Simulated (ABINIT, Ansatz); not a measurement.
# InSe (P-6m2): from the cell to the phonon bands, part 3 of 4

How does InSe (P-6m2) vibrate, and is this structure a minimum?

ABINIT 10.8.3; DFT LDA, scalar-relativistic, plane waves, HGH norm-conserving pseudopotentials.

So far. Step 5 (Linear response at Γ): The acoustic modes at Γ come out as far as 2.8 cm⁻¹ from zero, where they should vanish, a small numerical error; the Born charges miss their sum rule by 0.031 e, which is fair. Step 6 (Modes with the sum rule): The rule moves no optical mode by more than 0.1 cm⁻¹.

## Step 7: Sum rules set otherwise (asr 0)

Without the rule the raw error of the acoustic modes shows.

anaddb.abi

```
ddb_filepath "gamma_DDB"
output_file "anaddb.abo"
outdata_prefix "anaddb"
asr 0
chneut 0
enunit 2
eivec 1
nph1l 1
qph1l 0.0 0.0 0.0 1.0
dieflag 1
```

mrgddb.in

```
gamma_DDB
merged
2
dfpt_gammao_DS2_DDB
gso_DDB
```

The run is started by

```
$ mrgddb < mrgddb.in > mrgddb.log
$ OMP_NUM_THREADS=1 anaddb anaddb.abi > anaddb.log
```

Numbers of over 12 decimals in the logs are rounded to 6 here.

anaddb.abo, the main output file:

```text
[banners, grids, parts of the stress and lines that vanish by symmetry left out]
-outvars_anaddb: echo values of input variables ----------------------

 Flags :
     dieflag         1
 Miscellaneous information :
      enunit         2
       eivec         1
      chneut         0
 Frequency information :
       nfreq         1
       frmin         0.00000000E+00
       frmax         1.00000000E+01
 First list of wavevector (reduced coord.) :
       nph1l         1
       qph1l
                     0.00000000E+00  0.00000000E+00  0.00000000E+00    1.000E+00

================================================================================

 read the DDB information and perform some checks

  ==== Info on the Cryst% object ====
 Real(R)+Recip(G) space primitive vectors, cartesian coordinates (Bohr,Bohr^-1):
 R(1)=  7.3753929  0.0000000  0.0000000  G(1)=  0.1355860  0.0782806  0.0000000
 R(2)= -3.6876965  6.3872777  0.0000000  G(2)=  0.0000000  0.1565612  0.0000000
 R(3)=  0.0000000  0.0000000 34.2040429  G(3)=  0.0000000  0.0000000  0.0292363
 Unit cell volume ucvol=  1.6113074E+03 bohr^3
 Angles (23,13,12)=  9.00000000E+01  9.00000000E+01  1.20000000E+02 degrees
 Time-reversal symmetry is present
 Reduced atomic positions [iatom, xred, symbol]:
    1)    0.3333333  0.6666667  0.5735801  In
    2)    0.3333333  0.6666667  0.4264199  In
    3)    0.6666667  0.3333333  0.6421753  Se
    4)    0.6666667  0.3333333  0.3578247  Se

 DDB file with 3 blocks has been read.

================================================================================

 Dielectric Tensor and Effective Charges

 anaddb : Zero the imaginary part of the Dynamical Matrix at Gamma,
   and impose the ASR on the effective charges

 Effective charge tensors after
 imposition of the charge neutrality (if requested by user),
 and eventual restriction to some part :
   atom    displacement
         1         1    2.242105E+00    0.000000E+00    0.000000E+00
         1         2    1.017907E-17    2.242105E+00    0.000000E+00
         1         3    0.000000E+00    0.000000E+00    2.841502E-01
         2         1    2.242105E+00    0.000000E+00    0.000000E+00
         2         2    1.017907E-17    2.242105E+00    0.000000E+00
         2         3    0.000000E+00    0.000000E+00    2.841502E-01
         3         1   -2.257491E+00    0.000000E+00    0.000000E+00
         3         2    3.958682E-16   -2.257491E+00    0.000000E+00
         3         3    0.000000E+00    0.000000E+00   -2.840076E-01
         4         1   -2.257491E+00    0.000000E+00    0.000000E+00
         4         2   -1.603490E-16   -2.257491E+00    0.000000E+00
         4         3    0.000000E+00    0.000000E+00   -2.840076E-01
 Now, the imaginary part of the dynamical matrix is zeroed

================================================================================

 Treat the first list of vectors

  Phonon wavevector (reduced coordinates) :  0.00000  0.00000  0.00000
 Phonon energies in Hartree :
  -1.251068E-05  1.083610E-05  1.083611E-05  1.899459E-04  1.899459E-04
   5.008940E-04  7.965269E-04  7.965269E-04  8.130876E-04  8.130876E-04
   9.401123E-04  1.078638E-03
 Phonon energies in meV     :
- -3.404329E-01  2.948654E-01  2.948654E-01  5.168690E+00  5.168690E+00
-  1.363002E+01  2.167460E+01  2.167460E+01  2.212524E+01  2.212524E+01
-  2.558176E+01  2.935124E+01
 Phonon frequencies in cm-1    :
- -2.745776E+00  2.378250E+00  2.378250E+00  4.168830E+01  4.168830E+01
-  1.099335E+02  1.748174E+02  1.748174E+02  1.784521E+02  1.784521E+02
-  2.063308E+02  2.367337E+02
 Phonon frequencies in Thz     :
- -8.231630E-02  7.129814E-02  7.129815E-02  1.249784E+00  1.249784E+00
-  3.295724E+00  5.240895E+00  5.240895E+00  5.349860E+00  5.349860E+00
-  6.185642E+00  7.097098E+00
 Phonon energies in Kelvin  :
- -3.950559E+00  3.421771E+00  3.421771E+00  5.998016E+01  5.998016E+01
-  1.581698E+02  2.515233E+02  2.515233E+02  2.567528E+02  2.567528E+02
-  2.968640E+02  3.406070E+02

 Eigendisplacements
 (will be given, for each mode : in cartesian coordinates
   for each atom the real part of the displacement vector,
   then the imaginary part of the displacement vector - absolute values smaller than 1.0d-7 are set to zero)
  Mode number    1   Energy   -1.251068E-05
 Attention : low frequency mode.
   (Could be unstable or acoustic mode)
;  1  0.00000000E+00  0.00000000E+00  1.18952704E-03
;     0.00000000E+00  0.00000000E+00  0.00000000E+00
;  2  0.00000000E+00  0.00000000E+00  1.18952704E-03
;     0.00000000E+00  0.00000000E+00  0.00000000E+00
;  3  0.00000000E+00  0.00000000E+00  1.19003894E-03
;     0.00000000E+00  0.00000000E+00  0.00000000E+00
;  4  0.00000000E+00  0.00000000E+00  1.19003894E-03
;     0.00000000E+00  0.00000000E+00  0.00000000E+00
  Mode number    2   Energy    1.083610E-05
-  1  0.00000000E+00 -1.18994548E-03  0.00000000E+00
-     0.00000000E+00  0.00000000E+00  0.00000000E+00
-  2  0.00000000E+00 -1.18994548E-03  0.00000000E+00
-     0.00000000E+00  0.00000000E+00  0.00000000E+00
-  3  0.00000000E+00 -1.18943046E-03  0.00000000E+00
-     0.00000000E+00  0.00000000E+00  0.00000000E+00
-  4  0.00000000E+00 -1.18943046E-03  0.00000000E+00
-     0.00000000E+00  0.00000000E+00  0.00000000E+00
  Mode number    3   Energy    1.083611E-05
-  1  1.18994548E-03  0.00000000E+00  0.00000000E+00
-     0.00000000E+00  0.00000000E+00  0.00000000E+00
-  2  1.18994548E-03  0.00000000E+00  0.00000000E+00
-     0.00000000E+00  0.00000000E+00  0.00000000E+00
-  3  1.18943046E-03  0.00000000E+00  0.00000000E+00
-     0.00000000E+00  0.00000000E+00  0.00000000E+00
-  4  1.18943046E-03  0.00000000E+00  0.00000000E+00
-     0.00000000E+00  0.00000000E+00  0.00000000E+00
  Mode number    4   Energy    1.899459E-04
-  1  0.00000000E+00 -1.20612578E-03  0.00000000E+00
-     0.00000000E+00  0.00000000E+00  0.00000000E+00
-  2  0.00000000E+00  1.20612578E-03  0.00000000E+00
-     0.00000000E+00  0.00000000E+00  0.00000000E+00
-  3  0.00000000E+00 -1.16549067E-03  0.00000000E+00
-     0.00000000E+00  0.00000000E+00  0.00000000E+00
-  4  0.00000000E+00  1.16549067E-03  0.00000000E+00
-     0.00000000E+00  0.00000000E+00  0.00000000E+00
  Mode number    5   Energy    1.899459E-04
-  1  1.20612578E-03  0.00000000E+00  0.00000000E+00
-     0.00000000E+00  0.00000000E+00  0.00000000E+00
-  2 -1.20612578E-03  0.00000000E+00  0.00000000E+00
-     0.00000000E+00  0.00000000E+00  0.00000000E+00
-  3  1.16549067E-03  0.00000000E+00  0.00000000E+00
-     0.00000000E+00  0.00000000E+00  0.00000000E+00
-  4 -1.16549067E-03  0.00000000E+00  0.00000000E+00
-     0.00000000E+00  0.00000000E+00  0.00000000E+00
  Mode number    6   Energy    5.008940E-04
;  1  0.00000000E+00  0.00000000E+00  8.53726013E-04
;     0.00000000E+00  0.00000000E+00  0.00000000E+00
;  2  0.00000000E+00  0.00000000E+00 -8.53726013E-04
;     0.00000000E+00  0.00000000E+00  0.00000000E+00
;  3  0.00000000E+00  0.00000000E+00  1.55368151E-03
;     0.00000000E+00  0.00000000E+00  0.00000000E+00
;  4  0.00000000E+00  0.00000000E+00 -1.55368151E-03
;     0.00000000E+00  0.00000000E+00  0.00000000E+00
  Mode number    7   Energy    7.965269E-04
-  1  0.00000000E+00  9.66503879E-04  0.00000000E+00
-     0.00000000E+00  0.00000000E+00  0.00000000E+00
-  2  0.00000000E+00 -9.66503879E-04  0.00000000E+00
-     0.00000000E+00  0.00000000E+00  0.00000000E+00
-  3  0.00000000E+00 -1.45444667E-03  0.00000000E+00
-     0.00000000E+00  0.00000000E+00  0.00000000E+00
-  4  0.00000000E+00  1.45444667E-03  0.00000000E+00
-     0.00000000E+00  0.00000000E+00  0.00000000E+00
  Mode number    8   Energy    7.965269E-04
-  1  9.66503879E-04  0.00000000E+00  0.00000000E+00
-     0.00000000E+00  0.00000000E+00  0.00000000E+00
-  2 -9.66503879E-04  0.00000000E+00  0.00000000E+00
-     0.00000000E+00  0.00000000E+00  0.00000000E+00
-  3 -1.45444667E-03  0.00000000E+00  0.00000000E+00
-     0.00000000E+00  0.00000000E+00  0.00000000E+00
-  4  1.45444667E-03  0.00000000E+00  0.00000000E+00
-     0.00000000E+00  0.00000000E+00  0.00000000E+00
  Mode number    9   Energy    8.130876E-04
-  1  0.00000000E+00 -9.86356373E-04  0.00000000E+00
-     0.00000000E+00  0.00000000E+00  0.00000000E+00
-  2  0.00000000E+00 -9.86356373E-04  0.00000000E+00
-     0.00000000E+00  0.00000000E+00  0.00000000E+00
-  3  0.00000000E+00  1.43493512E-03  0.00000000E+00
-     0.00000000E+00  0.00000000E+00  0.00000000E+00
-  4  0.00000000E+00  1.43493512E-03  0.00000000E+00
-     0.00000000E+00  0.00000000E+00  0.00000000E+00
  Mode number   10   Energy    8.130876E-04
-  1  9.86356373E-04  0.00000000E+00  0.00000000E+00
-     0.00000000E+00  0.00000000E+00  0.00000000E+00
-  2  9.86356373E-04  0.00000000E+00  0.00000000E+00
-     0.00000000E+00  0.00000000E+00  0.00000000E+00
-  3 -1.43493512E-03  0.00000000E+00  0.00000000E+00
-     0.00000000E+00  0.00000000E+00  0.00000000E+00
-  4 -1.43493512E-03  0.00000000E+00  0.00000000E+00
-     0.00000000E+00  0.00000000E+00  0.00000000E+00
  Mode number   11   Energy    9.401123E-04
[...]
Mode number   12   Energy    1.078638E-03
;  1  0.00000000E+00  0.00000000E+00  1.28841804E-03
;     0.00000000E+00  0.00000000E+00  0.00000000E+00
;  2  0.00000000E+00  0.00000000E+00 -1.28841804E-03
;     0.00000000E+00  0.00000000E+00  0.00000000E+00
;  3  0.00000000E+00  0.00000000E+00 -1.02949375E-03
;     0.00000000E+00  0.00000000E+00  0.00000000E+00
;  4  0.00000000E+00  0.00000000E+00  1.02949375E-03
;     0.00000000E+00  0.00000000E+00  0.00000000E+00

 Analysis of degeneracies and characters (maximum tolerance=1.00E-06 a.u.)
 For each vibration mode, or group of modes if degenerate,
 the characters are given for each symmetry operation (see the list in the log file).
 Symmetry characters of vibration mode #   1
  1.0 -1.0 -1.0  1.0  1.0 -1.0 -1.0  1.0  1.0 -1.0 -1.0  1.0
 Symmetry characters of vibration mode #   2
        degenerate with vibration mode #   3
  2.0  0.0 -1.0  0.0 -1.0 -0.0  2.0  0.0 -1.0  0.0 -1.0 -0.0
 Symmetry characters of vibration mode #   4
        degenerate with vibration mode #   5
  2.0 -0.0  1.0 -0.0 -1.0  0.0 -2.0  0.0 -1.0  0.0  1.0 -0.0
 Symmetry characters of vibration mode #   6
  1.0  1.0  1.0  1.0  1.0  1.0  1.0  1.0  1.0  1.0  1.0  1.0
 Symmetry characters of vibration mode #   7
        degenerate with vibration mode #   8
  2.0 -0.0  1.0 -0.0 -1.0  0.0 -2.0  0.0 -1.0  0.0  1.0  0.0
 Symmetry characters of vibration mode #   9
        degenerate with vibration mode #  10
  2.0 -0.0 -1.0  0.0 -1.0  0.0  2.0 -0.0 -1.0  0.0 -1.0  0.0
 Symmetry characters of vibration mode #  11
  1.0 -1.0 -1.0  1.0  1.0 -1.0 -1.0  1.0  1.0 -1.0 -1.0  1.0
 Symmetry characters of vibration mode #  12
  1.0  1.0  1.0  1.0  1.0  1.0  1.0  1.0  1.0  1.0  1.0  1.0

================================================================================

 Mode effective charges
 Mode number.    x            y            z            length
;     1          0.000000     0.000000     0.000020     0.000020
-     2         -0.000000     0.014411    -0.000000     0.014411
-     3         -0.014411    -0.000000    -0.000000     0.014411
-     4         -0.000000     0.000000     0.000000     0.000000
-     5         -0.000000     0.000000     0.000000     0.000000
;     6          0.000000    -0.000000    -0.000000     0.000000
-     7          0.000000    -0.000000    -0.000000     0.000000
-     8         -0.000000    -0.000000    -0.000000     0.000000
-     9          0.000002    -4.427111    -0.000000     4.427111
-    10          4.427111     0.000002     0.000000     4.427111
;    11         -0.000000    -0.000000     0.558667     0.558667
;    12         -0.000000     0.000000    -0.000000     0.000000

 Oscillator strengths (in a.u. ; 1 a.u.=253.2638413 m3/s2). Set to zero if abs()<tol14.
 Mode number.       xx          yy          zz          xy          xz          yz          trace
;   1     Real    0.0000E+00  0.0000E+00  0.0000E+00  0.0000E+00  0.0000E+00  0.0000E+00  0.0000E+00
;         Imag    0.0000E+00  0.0000E+00  0.0000E+00  0.0000E+00  0.0000E+00  0.0000E+00
-   2     Real    0.0000E+00  1.1758E-09  0.0000E+00 -1.5110E-14  0.0000E+00  0.0000E+00  1.1758E-09
-         Imag    0.0000E+00  0.0000E+00  0.0000E+00  0.0000E+00  0.0000E+00  0.0000E+00
-   3     Real    1.1758E-09  0.0000E+00  0.0000E+00  1.5110E-14  0.0000E+00  0.0000E+00  1.1758E-09
-         Imag    0.0000E+00  0.0000E+00  0.0000E+00  0.0000E+00  0.0000E+00  0.0000E+00
-   4     Real    0.0000E+00  0.0000E+00  0.0000E+00  0.0000E+00  0.0000E+00  0.0000E+00  0.0000E+00
-         Imag    0.0000E+00  0.0000E+00  0.0000E+00  0.0000E+00  0.0000E+00  0.0000E+00
-   5     Real    0.0000E+00  0.0000E+00  0.0000E+00  0.0000E+00  0.0000E+00  0.0000E+00  0.0000E+00
-         Imag    0.0000E+00  0.0000E+00  0.0000E+00  0.0000E+00  0.0000E+00  0.0000E+00
;   6     Real    0.0000E+00  0.0000E+00  0.0000E+00  0.0000E+00  0.0000E+00  0.0000E+00  0.0000E+00
;         Imag    0.0000E+00  0.0000E+00  0.0000E+00  0.0000E+00  0.0000E+00  0.0000E+00
-   7     Real    0.0000E+00  0.0000E+00  0.0000E+00  0.0000E+00  0.0000E+00  0.0000E+00  0.0000E+00
-         Imag    0.0000E+00  0.0000E+00  0.0000E+00  0.0000E+00  0.0000E+00  0.0000E+00
-   8     Real    0.0000E+00  0.0000E+00  0.0000E+00  0.0000E+00  0.0000E+00  0.0000E+00  0.0000E+00
-         Imag    0.0000E+00  0.0000E+00  0.0000E+00  0.0000E+00  0.0000E+00  0.0000E+00
-   9     Real    0.0000E+00  1.1885E-04  0.0000E+00 -5.7511E-11  0.0000E+00  0.0000E+00  1.1885E-04
-         Imag    0.0000E+00  0.0000E+00  0.0000E+00  0.0000E+00  0.0000E+00  0.0000E+00
-  10     Real    1.1885E-04  0.0000E+00  0.0000E+00  5.7511E-11  0.0000E+00  0.0000E+00  1.1885E-04
-         Imag    0.0000E+00  0.0000E+00  0.0000E+00  0.0000E+00  0.0000E+00  0.0000E+00
;  11     Real    0.0000E+00  0.0000E+00  1.8923E-06  0.0000E+00  0.0000E+00  0.0000E+00  1.8923E-06
;         Imag    0.0000E+00  0.0000E+00  0.0000E+00  0.0000E+00  0.0000E+00  0.0000E+00
;  12     Real    0.0000E+00  0.0000E+00  0.0000E+00  0.0000E+00  0.0000E+00  0.0000E+00  0.0000E+00
;         Imag    0.0000E+00  0.0000E+00  0.0000E+00  0.0000E+00  0.0000E+00  0.0000E+00

 Electronic dielectric tensor
      4.04637436     -0.00000000     -0.00000000
     -0.00000000      4.04637436     -0.00000000
     -0.00000000     -0.00000000      1.63248709

 Relaxed ion dielectric tensor
      5.44837407      0.00000000      0.00000000
      0.00000000      5.44837407      0.00000000
      0.00000000      0.00000000      1.64918507

 Frequency dependent dielectric constant:

 Full dielectric tensor at frequency  0.0000E+00 Hartree
      5.44837407      0.00000000      0.00000000
      0.00000000      5.44837407      0.00000000
      0.00000000      0.00000000      1.64918507

-
```

It took 0.5 s on 1 thread of Arm Neoverse V2, shared host.

This step gave:

- highest optical zone-centre mode (no LO-TO term): 236.7 cm⁻¹
- lowest optical zone-centre mode: 41.69 cm⁻¹

Zone-centre frequencies as printed; negative means imaginary. Modes:

```csv
mode,frequency (cm⁻¹)
1,-2.75
2,2.38
3,2.38
4,41.69
5,41.69
6,109.9
7,174.8
8,174.8
9,178.4
10,178.4
11,206.3
12,236.7
```

The cell holds one sheet and vacuum: ε∞ is an average over the 18.1 Å of the cell, and it and the Born charges along c change with that height.

## Step 8: Phonons on a q mesh

Linear response treats each wavevector in the unit cell, with no supercell; the 3×3×1 mesh fixes the range of the force constants to be had.

dfpt_q.abi

```
ndtset 2

# wavevectors
qpt1 0.3333333333 0.0 0.0
qpt2 0.3333333333 0.3333333333 0.0

# displacements
getwfk_filepath "gso_WFK"
getwfq_filepath "gso_WFK"
kptopt 3
nqpt 1
rfphon 1
rfatpol 1 4
rfdir 1 1 1
tolvrs 1.0d-10
prtwf 0

# basis, mesh and filling
ecut 20.0
ixc 7
ngkpt 9 9 1
nshiftk 1
shiftk 0.0 0.0 0.0
istwfk *1
occopt 1
nband 9
nstep 100
diemac 9.0
prtebands 0
prtgsr 0
useylm 1

# cell and atoms
acell 7.375392949 7.375392949 34.20404286
rprim 
    1.0 0.0 0.0
    -0.5 0.8660254038 0.0
    0.0 0.0 1.0
ntypat 2
znucl 49 34
natom 4
typat 1 1 2 2
xred 
    1/3 2/3 0.5735801012
    1/3 2/3 0.4264198988
    2/3 1/3 0.6421752897
    2/3 1/3 0.3578247103
pp_dirpath "./pseudo"
pseudos "In.hgh, Se.hgh"
```

The run is started by

```
$ OMP_NUM_THREADS=1 mpirun -n 4 abinit dfpt_q.abi > dfpt_q.log
```

dfpt_q.abo, the main output file:

```text
[banners, grids, parts of the stress and lines that vanish by symmetry left out]
- input  file    -> dfpt_q.abi
- output file    -> dfpt_q.abo
- root for input  files -> dfpt_qi
[...]
DATASET    1 : space group P-6 m 2 (#187); Bravais hP (primitive hexag.)
[...]
nfft =      129600          nkpt =          81
[...]
DATASET    2 : space group P-6 m 2 (#187); Bravais hP (primitive hexag.)
[...]
nfft =      129600          nkpt =          81
[...]
== DATASET  1 ==================================================================
[...]
cutoff_energies: {ecut:  20.0, pawecutdg:  -1.0, }
[...]
Exchange-correlation functional for the present dataset will be:
  LDA: Perdew-Wang 92 LSD fit to Ceperley-Alder data - ixc=7
[...]
Perturbation : displacement of atom   1   along direction   1
[...]
-ETOT  1   67.144237987315      2.838E+01 1.356E-01 5.234E+05
 ETOT  2   6.528999     -6.062E+01 6.686E-02 4.188E+03
 ETOT  3   5.035456     -1.494E+00 1.948E-03 3.985E+03
 ETOT  4   4.584687     -4.508E-01 5.659E-04 1.716E+02
 ETOT  5   4.571510     -1.318E-02 3.121E-05 2.329E+01
[...]
At SCF step   23       vres2   =  4.26E-11 < tolvrs=  1.00E-10 =>converged.
[...]
Perturbation : displacement of atom   1   along direction   2
[...]
-ETOT  1   5.771150     -2.443E+01 2.755E-02 5.609E+03
[...]
At SCF step   12       vres2   =  1.27E-11 < tolvrs=  1.00E-10 =>converged.
[...]
Perturbation : displacement of atom   1   along direction   3
[...]
-ETOT  1   631.93324189886     -1.864E+02 9.382E-01 2.856E+06
[...]
At SCF step   25       vres2   =  6.91E-11 < tolvrs=  1.00E-10 =>converged.
[...]
Perturbation : displacement of atom   3   along direction   1
[...]
-ETOT  1   560.73605999520      2.158E+02 5.824E-01 3.832E+06
[...]
At SCF step   26       vres2   =  2.31E-11 < tolvrs=  1.00E-10 =>converged.
[...]
Perturbation : displacement of atom   3   along direction   2
[...]
-ETOT  1   80.128231504419     -2.306E+02 3.946E-01 1.302E+05
[...]
Perturbation : displacement of atom   3   along direction   3
[...]
-ETOT  1   4382.5945631853     -2.686E+03 8.153E+00 1.953E+07
[...]
Phonon wavevector (reduced coordinates) :  0.33333  0.00000  0.00000
 Phonon energies in Hartree :
[...]
Phonon frequencies in cm-1    :
-  4.251971E+01  4.628852E+01  6.489858E+01  6.497697E+01  9.585270E+01
-  1.222493E+02  1.752944E+02  1.780017E+02  1.792179E+02  1.996526E+02
-  2.007278E+02  2.296908E+02
[...]
== DATASET  2 ==================================================================
[...]
cutoff_energies: {ecut:  20.0, pawecutdg:  -1.0, }
[...]
Exchange-correlation functional for the present dataset will be:
  LDA: Perdew-Wang 92 LSD fit to Ceperley-Alder data - ixc=7
[...]
- 34.00000   6.00000     10605                znucl, zion, pspdat
[...]
Perturbation : displacement of atom   1   along direction   1
[...]
-ETOT  1   29.243068073586     -7.818E+00 7.342E-02 8.950E+04
[...]
Perturbation : displacement of atom   1   along direction   3
[...]
-ETOT  1   263.43956548773     -5.055E+02 8.887E-01 4.448E+05
[...]
Perturbation : displacement of atom   3   along direction   1
[...]
-ETOT  1   283.72846516371     -5.440E+01 4.541E-01 8.751E+05
[...]
At SCF step   19       vres2   =  2.25E-11 < tolvrs=  1.00E-10 =>converged.
[...]
Perturbation : displacement of atom   3   along direction   3
[...]
-ETOT  1   2383.1730078714     -4.488E+03 7.596E+00 5.518E+06
[...]
ETOT 18   69.896448021136      4.002E-11 1.265E-16 1.056E-10
 ETOT 19   69.896448021135     -9.095E-13 2.357E-17 2.099E-11
 At SCF step   19       vres2   =  2.10E-11 < tolvrs=  1.00E-10 =>converged.
[...]
Phonon wavevector (reduced coordinates) :  0.33333  0.33333  0.00000
 Phonon energies in Hartree :
[...]
Phonon frequencies in cm-1    :
-  4.948839E+01  5.093953E+01  8.197603E+01  9.592043E+01  9.733372E+01
-  1.278725E+02  1.815990E+02  1.832017E+02  1.869231E+02  1.901429E+02
-  1.936309E+02  2.252562E+02
[...]
strten1     0.0000000000E+00  0.0000000000E+00  0.0000000000E+00
           strten2     0.0000000000E+00  0.0000000000E+00  0.0000000000E+00
================================================================================
```

It took 11 min on 4 MPI ranks; 42 min of CPU time.

This step gave:

```
lowest mode on the q mesh (acoustic ones at the zone centre apart) : 41.62 cm⁻¹
```

Frequencies (cm⁻¹) before the sum rule at the irreducible wavevectors but Γ, which is solved apart; negative means imaginary. Frequencies by wavevector:

```csv
q (fractions),star,mode 1,mode 2,mode 3,mode 4,mode 10,mode 11,mode 12
0.3333 0 0,6,42.52,46.29,64.9,64.98,199.7,200.7,229.7
0.3333 0.3333 0,2,49.49,50.94,81.98,95.92,190.1,193.6,225.3
```

[end of part 3 of 4]

[Host names and launcher messages were left out of these logs when they were recorded.]

[Logs are printed without paths, hosts, clocks, repeated set-up lines and the standing remarks that a program may print on its own settings, such as how far it seeks lower states.]

[Hosts, paths, dates, database ids (printed as entryN), source tags and the programs' standing remarks are cut or masked in the printed files.]
